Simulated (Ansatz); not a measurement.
## Au wire along [110], 23 atoms a period: bands along the axis

What gap, if any, does the Au wire along [110], 23 atoms a period have, and how many channels would it open?

Method: DFT PBE, plane waves, PAW; relaxation of a wire's period; PAW set soft_1, in the first sound run; inputs show where later runs differ, in Ansatz 0.2.0.

### Step 1. Starting point

The cell holds 23 atoms: 23 Au. Its edges and angles: a = 19.280 Å, b = 18.566 Å, c = 2.942 Å, α = 90.0°, β = 90.0°, γ = 90.0°. Vacuum lies along a and b. The structure's axis is c.

### Step 2. Relaxation of atoms and period

Band widths follow the bond lengths, so the wire is relaxed first. The atoms and the third cell vector are free; the box across stays fixed as vacuum. A Fermi-Dirac smearing is set since the result may be a metal. The pressure printed is a third of the stress's trace over the whole box, vacuum included; only the stress along the axis is relaxed.

input.yaml reads:

```yaml
crystal:
  lattice:
    - [19.28, 0.0, 0.0]
    - [0.0, 18.566, 0.0]
    - [0.0, 0.0, 2.9415642097]
  atoms:
    - { symbol: Au, position: [0.284232365, 0.658445149, 0.0] }
    - { symbol: Au, position: [0.284232365, 0.500006917, 0.0] }
    - { symbol: Au, position: [0.5, 0.658445149, 0.0] }
    - { symbol: Au, position: [0.5, 0.500006917, 0.0] }
    - { symbol: Au, position: [0.5, 0.81688338, 0.0] }
    - { symbol: Au, position: [0.715767635, 0.658445149, 0.0] }
    - { symbol: Au, position: [0.715767635, 0.500006917, 0.0] }
    - { symbol: Au, position: [0.176348548, 0.420787801, 0.5] }
    - { symbol: Au, position: [0.176348548, 0.579226033, 0.5] }
    - { symbol: Au, position: [0.392116183, 0.262349569, 0.5] }
    - { symbol: Au, position: [0.392116183, 0.420787801, 0.5] }
    - { symbol: Au, position: [0.392116183, 0.579226033, 0.5] }
    - { symbol: Au, position: [0.392116183, 0.737664264, 0.5] }
    - { symbol: Au, position: [0.607883817, 0.262349569, 0.5] }
    - { symbol: Au, position: [0.607883817, 0.420787801, 0.5] }
    - { symbol: Au, position: [0.607883817, 0.579226033, 0.5] }
    - { symbol: Au, position: [0.607883817, 0.737664264, 0.5] }
    - { symbol: Au, position: [0.823651452, 0.420787801, 0.5] }
    - { symbol: Au, position: [0.823651452, 0.579226033, 0.5] }
    - { symbol: Au, position: [0.284232365, 0.341568685, 0.0] }
    - { symbol: Au, position: [0.5, 0.341568685, 0.0] }
    - { symbol: Au, position: [0.5, 0.183130454, 0.0] }
    - { symbol: Au, position: [0.715767635, 0.341568685, 0.0] }
kpoints:
  mp_grid: { grid: [1, 1, 28] }
scf:
  occupations: { method: fermi_dirac, width: 0.05 }
hamiltonian:
  xc: pbe
  pseudopotentials: { kind: paw, azcp: { folder: soft_1 } }
relax:
  cell: { fix: [a, b, alpha, beta, gamma] }
  max_steps: 45
  f_tol: 0.03
```

On the command line:

```
ansatz run input.yaml --threads 16 --pin off --max-ram 61440MiB --backend cuda --events-out ev --progress --plain --runs-dir out --max-vram 78GiB
```

Numbers of over 12 decimals in the logs are rounded to 6 here.

What it wrote:

```text
Engine: ansatz 0.2.0, aarch64-unknown-linux-gnu
Pseudopotentials: kind: paw
Pseudopotential: Au, paw, valence charge 19, recommended cutoff 420 eV (normal), soft_1/Au.paw.azcp
Functional definition: PBE
  parameter kappa = 0.804
  parameter beta = 0.066725
  exchange = pbe_x(kappa = kappa, mu = beta*pi^2/3)
  correlation = pbe_c(beta = beta)
[...]
Crystal: 23 atoms, lattice volume = 1052.940 Å³
Basis set: ecut = 420 eV, 20431 PW (Γ), exchange–correlation on 270×250×40 points (8 copies of the dense FFT grid, shifted against one another)
Bands: 263, of which v1, the nominal top of the filled ones, is band 219 counted from 1 (218 counted from 0)
Symmetry: 8 space group operations
Space group: Pmmm (ITA 47), of the structure as read, at distance tolerance 1.0e-4 Å
k-points: 15 of 28
Non-local potential: Au, projectors of the file, l = 0: 3, l = 1: 2, l = 2: 2, l = 3: 1
PAW form: soft (Blöchl's): semilocal exchange-correlation on the pseudo side does not see the compensation charge
PAW one-centre angular grid: Au, 590 points (default); XC on 64 Gauss nodes
Initial density: superposition of atomic densities (neutral atoms: chi_scale 0, normalization atom)
Initial wavefunctions: pseudopotential atomic-orbital guess
[...]
Functional: x = pbe(κ = 0.804, μ = 0.219515), c = pbe(β = 0.066725)
SCF iter   1: F=—  HF=-302475.945882 eV  |F-HF|=—  |Δ(HF+E_count)|=         —  Δρ=3.77e-2  dr2=1.93e1  ethr=3.10e-3  ⟨swp⟩=6.4  Hψ=15214  notcnv=0  defer=205
preconditioner: auto → LDOS  [metal: Δε(μ)=0.023 eV  Ē_g=7.806 eV  σ=0.050 eV  W_gap=0.11  n_scr=208 (ndim 8)  ℏωp=18.2 eV  f_vac=0.545  D(μ)=7.15/eV (n_scr^D=36)  β→1.0]
SCF iter   2: F=—  HF=-302476.904667 eV  |F-HF|=—  |Δ(HF+E_count)|=   9.59e-1  Δρ=4.14e-2  dr2=1.82e1  ethr=3.10e-3  ⟨swp⟩=3.0  Hψ=9555  notcnv=0  defer=474
[...]
SCF iter   9: F=-302470.999087 eV  HF=-302470.999087 eV  |F-HF|=8.87e-8  |Δ(HF+E_count)|=   7.29e-7  Δρ=3.31e-6  dr2=9.96e-8  ethr=2.29e-11  ⟨swp⟩=5.0  Hψ=14358  notcnv=0
SCF 1 converged in 9 iterations: F = -302470.999087 eV  dr2 = 9.96e-8
  greatest PAW one-centre occupation: 1.000 electrons in one spin orbital (limit 2), on the Au atom at site 3 (counted from 0), in its partial waves of l = 0
relax step   1: F+E_penalty+E_count = -302470.99908691 eV  Δ(F+E_penalty+E_count) = +0.000e0 eV  max|allowed force component| = 5.444e-1 eV/Å  Δτ_max = 0.0000 Å  P = -1.916 GPa  Ω = 1052.940 Å³  fix = [a, b, alpha, beta, gamma]  reactions: a -1.576, b -1.042 GPa  (9 SCF iters, dr2 threshold 1.00e-7 eV, accepted)
[...]
Crystal: 23 atoms, lattice volume = 1002.048 Å³
Basis set: ecut = 420 eV, 19671 PW (Γ), exchange–correlation on 270×250×40 points (8 copies of the dense FFT grid, shifted against one another)
[...]
iter 1 solved again at ethr=1.33e-4 eV; its pass at ethr=3.10e-3 eV (dr2=5.80e-1 eV) is discarded
SCF iter   1: F=—  HF=-302471.606283 eV  |F-HF|=—  |Δ(HF+E_count)|=         —  Δρ=6.72e-3  dr2=5.84e-1  ethr=1.33e-4  ⟨swp⟩=4.5  Hψ=21752  notcnv=0
preconditioner: auto → LDOS  [metal: Δε(μ)=0.037 eV  Ē_g=8.692 eV  σ=0.050 eV  W_gap=0.18  n_scr=198 (ndim 8)  ℏωp=18.7 eV  f_vac=0.549  D(μ)=7.10/eV (n_scr^D=36)  β→1.0]
SCF iter   2: F=—  HF=-302471.648656 eV  |F-HF|=—  |Δ(HF+E_count)|=   4.24e-2  Δρ=6.13e-3  dr2=6.65e-1  ethr=1.33e-4  ⟨swp⟩=3.9  Hψ=8585  notcnv=0
[...]
SCF iter   7: F=-302471.487918 eV  HF=-302471.487918 eV  |F-HF|=9.79e-8  |Δ(HF+E_count)|=   3.47e-6  Δρ=7.04e-6  dr2=4.80e-7  ethr=5.26e-10  ⟨swp⟩=4.9  Hψ=13513  notcnv=0
SCF 2 converged in 7 iterations: F = -302471.487918 eV  dr2 = 4.80e-7
  greatest PAW one-centre occupation: 1.000 electrons in one spin orbital (limit 2), on the Au atom at site 16 (counted from 0), in its partial waves of l = 0
relax step   2: F+E_penalty+E_count = -302471.48791786 eV  Δ(F+E_penalty+E_count) = -4.888e-1 eV  max|allowed force component| = 3.332e-1 eV/Å  Δτ_max = 0.1939 Å  P = +1.966 GPa  Ω = 1002.048 Å³  energy of the carried Pulay correction = +6.867e-3 eV  fix = [a, b, alpha, beta, gamma]  reactions: a +1.883, b +1.985 GPa  (7 SCF iters, dr2 threshold 2.30e-6 eV, accepted)
[...]
Crystal: 23 atoms, lattice volume = 1012.741 Å³
[...]
iter 1 solved again at ethr=7.59e-5 eV; its pass at ethr=3.10e-3 eV (dr2=3.32e-1 eV) is discarded
[...]
SCF 3 converged in 7 iterations: F = -302471.784299 eV  dr2 = 1.71e-7
[...]
SCF 4 converged in 7 iterations: F = -302471.806005 eV  dr2 = 4.92e-7
[...]
SCF 5 converged in 7 iterations: F = -302471.825856 eV  dr2 = 7.57e-8
[...]
SCF 6 converged in 7 iterations: F = -302471.819442 eV  dr2 = 1.18e-11
[...]
SCF converged after 7 iterations
[...]
k-point 14: bands = ["-100.6021", "-100.6021", "-100.5409", "-100.5370", "-100.5366", "-100.5193", "-100.5193", "-100.5187", "-100.5187", "-100.2027", "-100.2027", "-100.2027", "-100.2027", "-100.1530", "-100.1530", "-100.1527", "-100.1527", "-100.1527", "-100.1527", "-100.0558", "-100.0558", "-100.0549", "-100.0549", "-52.0976", "-52.0964", "-52.0410", "-52.0334", "-52.0326", "-52.0305", "-52.0233", "-52.0203", "- [...]
--- Relaxed structure (5 steps of the walk, 5 accepted, 1 SCFs on fresh bases) ---
  F+E_penalty+E_count = -302471.81944160 eV   max|allowed force component| = 1.684e-2 eV/Å   (the final SCF, on the basis selected at the relaxed cell)
  cell:  # Å, volume = 1006.9654 Å³
    - [19.28, 0.0, 0.0]
    - [0.0, 18.566, 0.0]
    - [0.0, 0.0, 2.813126]
  atoms:
    - { symbol: Au, position: [0.281426, 0.673352, 0.0] }
    - { symbol: Au, position: [0.290129, 0.5, 0.0] }
    - { symbol: Au, position: [0.5, 0.657549, 0.0] }
    - { symbol: Au, position: [0.5, 0.5, 0.0] }
    - { symbol: Au, position: [0.5, 0.810116, 0.0] }
    - { symbol: Au, position: [0.718574, 0.673352, 0.0] }
    - { symbol: Au, position: [0.709871, 0.5, 0.0] }
    - { symbol: Au, position: [0.187438, 0.418499, 0.5] }
    - { symbol: Au, position: [0.187438, 0.581501, 0.5] }
    - { symbol: Au, position: [0.386196, 0.252359, 0.5] }
    - { symbol: Au, position: [0.391475, 0.416899, 0.5] }
    - { symbol: Au, position: [0.391475, 0.583101, 0.5] }
    - { symbol: Au, position: [0.386196, 0.747641, 0.5] }
    - { symbol: Au, position: [0.613804, 0.252359, 0.5] }
    - { symbol: Au, position: [0.608525, 0.416899, 0.5] }
    - { symbol: Au, position: [0.608525, 0.583101, 0.5] }
    - { symbol: Au, position: [0.613804, 0.747641, 0.5] }
    - { symbol: Au, position: [0.812562, 0.418499, 0.5] }
    - { symbol: Au, position: [0.812562, 0.581501, 0.5] }
    - { symbol: Au, position: [0.281426, 0.326648, 0.0] }
    - { symbol: Au, position: [0.5, 0.342451, 0.0] }
    - { symbol: Au, position: [0.5, 0.189884, 0.0] }
    - { symbol: Au, position: [0.718574, 0.326648, 0.0] }
```

Elapsed: 9.2 s, on 1 × NVIDIA GB200 with 16 threads of Arm Neoverse V2, shared host; peak memory 1.3 GiB; 70 s of CPU time.

The steps of the relaxation:

```tsv
step	energy less that of the first step (eV)	largest force component (eV/Å)	pressure (GPa)	volume (Å³)
1	0.0000	0.5444	-1.92	1052.94
2	-0.4888	0.3332	1.97	1002.05
3	-0.7852	0.1067	-0.08	1012.74
4	-0.8069	0.1116	0.02	1002.40
5	-0.8268	0.0167	-0.01	1006.97
6	-0.8204	0.0168	-0.01	1006.97
```

The log counts 1 steps on a newly chosen plane-wave basis, not all of them marked here; energy and pressure can jump at such steps.

Forces are held to the 8 operations that the run works with; a distortion that breaks them can't arise in this run.

```tsv
cell as run	before	after	change
c (Å)	2.942	2.813	-4.4 %
```

The atoms that moved most (Å, along periodic axes as changes of fractional coordinates times the final cell, across vacuum about the mean position):

```tsv
atom	dx	dy	dz	length
Au20	-0.054	-0.277	0.000	0.282
Au23	0.054	-0.277	0.000	0.282
Au1	-0.054	0.277	0.000	0.282
Au6	0.054	0.277	0.000	0.282
Au8	0.214	-0.042	0.000	0.218
Au18	-0.214	-0.042	0.000	0.218
Au9	0.214	0.042	0.000	0.218
Au19	-0.214	0.042	0.000	0.218
```

Final coordinates:

```cif
data_structure
_symmetry_space_group_name_H-M 'P 1'
_symmetry_Int_Tables_number 1
_cell_length_a 19.2800
_cell_length_b 18.5660
_cell_length_c 2.8131
_cell_angle_alpha 90.000
_cell_angle_beta 90.000
_cell_angle_gamma 90.000
_cell_volume 1006.97
loop_
_atom_site_label
_atom_site_type_symbol
_atom_site_fract_x
_atom_site_fract_y
_atom_site_fract_z
_atom_site_occupancy
Au1 Au 0.28143 0.67335 0.00000 1
Au2 Au 0.29013 0.50000 0.00000 1
Au3 Au 0.50000 0.65755 0.00000 1
Au4 Au 0.50000 0.50000 0.00000 1
Au5 Au 0.50000 0.81012 0.00000 1
Au6 Au 0.71857 0.67335 0.00000 1
Au7 Au 0.70987 0.50000 0.00000 1
Au8 Au 0.18744 0.41850 0.50000 1
Au9 Au 0.18744 0.58150 0.50000 1
Au10 Au 0.38620 0.25236 0.50000 1
Au11 Au 0.39147 0.41690 0.50000 1
Au12 Au 0.39147 0.58310 0.50000 1
Au13 Au 0.38620 0.74764 0.50000 1
Au14 Au 0.61380 0.25236 0.50000 1
Au15 Au 0.60853 0.41690 0.50000 1
Au16 Au 0.60853 0.58310 0.50000 1
Au17 Au 0.61380 0.74764 0.50000 1
Au18 Au 0.81256 0.41850 0.50000 1
Au19 Au 0.81256 0.58150 0.50000 1
Au20 Au 0.28143 0.32665 0.00000 1
Au21 Au 0.50000 0.34245 0.00000 1
Au22 Au 0.50000 0.18988 0.00000 1
Au23 Au 0.71857 0.32665 0.00000 1
```

This step gave:

```
energy at zero smearing    : -302471.7872 eV
cell length along the wire : 2.813 Å
```

The cell's length comes to 2.813 Å with spin left out.

### Step 3. Bands of the perfect wire

This step: DFT PBE, plane waves, PAW; bands of a perfect wire; PAW set soft_1 (Ansatz 0.2.0).

At the relaxed period the bands are computed along the axis; those that cross an energy going forward count the channels that a perfect wire would open there.

input.yaml reads:

```yaml
crystal:
  lattice:
    - [19.28, 0.0, 0.0]
    - [0.0, 18.566, 0.0]
    - [0.0, 0.0, 2.8131260212]
  atoms:
    - { symbol: Au, position: [0.281425588, 0.673351736, 0.0] }
    - { symbol: Au, position: [0.290128719, 0.5, 0.0] }
    - { symbol: Au, position: [0.5, 0.657548727, 0.0] }
    - { symbol: Au, position: [0.5, 0.5, 0.0] }
    - { symbol: Au, position: [0.5, 0.810116061, 0.0] }
    - { symbol: Au, position: [0.718574412, 0.673351736, 0.0] }
    - { symbol: Au, position: [0.709871281, 0.5, 0.0] }
    - { symbol: Au, position: [0.187437936, 0.418498674, 0.5] }
    - { symbol: Au, position: [0.187437936, 0.581501326, 0.5] }
    - { symbol: Au, position: [0.386195734, 0.252358575, 0.5] }
    - { symbol: Au, position: [0.391474641, 0.416899154, 0.5] }
    - { symbol: Au, position: [0.391474641, 0.583100846, 0.5] }
    - { symbol: Au, position: [0.386195734, 0.747641425, 0.5] }
    - { symbol: Au, position: [0.613804266, 0.252358575, 0.5] }
    - { symbol: Au, position: [0.608525359, 0.416899154, 0.5] }
    - { symbol: Au, position: [0.608525359, 0.583100846, 0.5] }
    - { symbol: Au, position: [0.613804266, 0.747641425, 0.5] }
    - { symbol: Au, position: [0.812562064, 0.418498674, 0.5] }
    - { symbol: Au, position: [0.812562064, 0.581501326, 0.5] }
    - { symbol: Au, position: [0.281425588, 0.326648264, 0.0] }
    - { symbol: Au, position: [0.5, 0.342451273, 0.0] }
    - { symbol: Au, position: [0.5, 0.189883939, 0.0] }
    - { symbol: Au, position: [0.718574412, 0.326648264, 0.0] }
kpoints:
  mp_grid: { grid: [1, 1, 29] }
  band_path: { path: ["Γ", Z], npoints: 90 }
scf:
  occupations: { method: fermi_dirac, width: 0.05 }
hamiltonian:
  xc: pbe
  pseudopotentials: { kind: paw, azcp: { folder: soft_1 } }
output:
  dos: { e_range: [-5, 4] }
  write_potential: true
  write_density: true
  volumetric_format: npy
```

What it wrote:

```text
[...]
Crystal: 23 atoms, lattice volume = 1006.965 Å³
Basis set: ecut = 420 eV, 19759 PW (Γ)
Bands: 263, of which v1, the nominal top of the filled ones, is band 219 counted from 1 (218 counted from 0)
Symmetry: 8 space group operations
[...]
k-points: 15 of 29
[...]
SCF iter   1: F=—  HF=-302477.092699 eV  |F-HF|=—  |Δ(HF+E_count)|=         —  Δρ=4.04e-2  dr2=2.01e1  ethr=3.10e-3  ⟨swp⟩=6.5  Hψ=15164  notcnv=0  defer=206
[...]
SCF iter   6: F=—  HF=-302471.841324 eV  |F-HF|=—  |Δ(HF+E_count)|=   2.76e-3  Δρ=1.55e-4  dr2=2.32e-4  ethr=2.85e-7  ⟨swp⟩=3.5  Hψ=7268  notcnv=0  defer=489
[...]
SCF iter   8: F=—  HF=-302471.839185 eV  |F-HF|=—  |Δ(HF+E_count)|=   8.54e-3  Δρ=1.13e-5  dr2=1.19e-6  ethr=5.29e-9  ⟨swp⟩=2.6  Hψ=6238  notcnv=0  defer=489
[...]
SCF iter  10: F=-302471.839186 eV  HF=-302471.839186 eV  |F-HF|=5.82e-10  |Δ(HF+E_count)|=   2.00e-7  Δρ=1.76e-6  dr2=4.10e-8  ethr=2.29e-11  ⟨swp⟩=13.3  Hψ=16623  notcnv=0
SCF 1 converged in 10 iterations: F = -302471.839186 eV  dr2 = 4.10e-8
[...]
NSCF: frozen V_eff on 91 k-points
[...]
SCF converged after 10 iterations
[...]
```

It took 9.4 s on 1 × NVIDIA GB200 with 16 threads; peak memory 2.3 GiB; 95 s of CPU time.

In the SCF lines HF is the Harris–Foulkes energy and dr2 the Hartree energy of the density residual, in eV; the loop may stop once dr2 is under the threshold and the program's other checks hold. Hψ counts applications of the Hamiltonian.

This step gave:

```
energy at zero smearing : -302471.8130 eV
band gap                : 0 eV
```

The electronic bands at the labelled points (eV, zero at the Fermi level; # counts the bands kept):

```tsv
point	#60	#61	#62	#63	#64	#65	#66	#67
Γ	-1.50	-1.44	-1.32	-1.29	-1.19	-1.08	-0.94	-0.65
halfway	-0.90	-0.81	-0.54	-0.45	0.02	0.56	0.76	0.95
Z	1.18	1.36	1.45	1.59	1.62	1.67	1.71	2.31
```

Between Γ and Z the bands cross the Fermi level 17 times, so a perfect wire would conduct at least 17 G₀, with spin left out.

### Step 4. Results

| Quantity | Value |
| --- | --- |
| cell length, PBE | 2.813 Å |
| ballistic conductance by band crossings, a lower bound, PBE | 17 G₀ |

**Reading.** Under PBE the cell's length is 2.81 Å, and the bands cross the Fermi level 17 times between Γ and Z, which gives a perfect wire at least 17 G₀ (opposite crossings within one step of the path cancel in such a count). Spin-orbit coupling is left out, which matters for the bands of heavy atoms.

[Logs are printed without paths, hosts, clocks, repeated set-up lines and the standing remarks that a program may print on its own settings, such as how far it seeks lower states.]

[Hosts, paths, dates, database ids (printed as entryN), source tags and the programs' standing remarks are cut or masked in the printed files.]
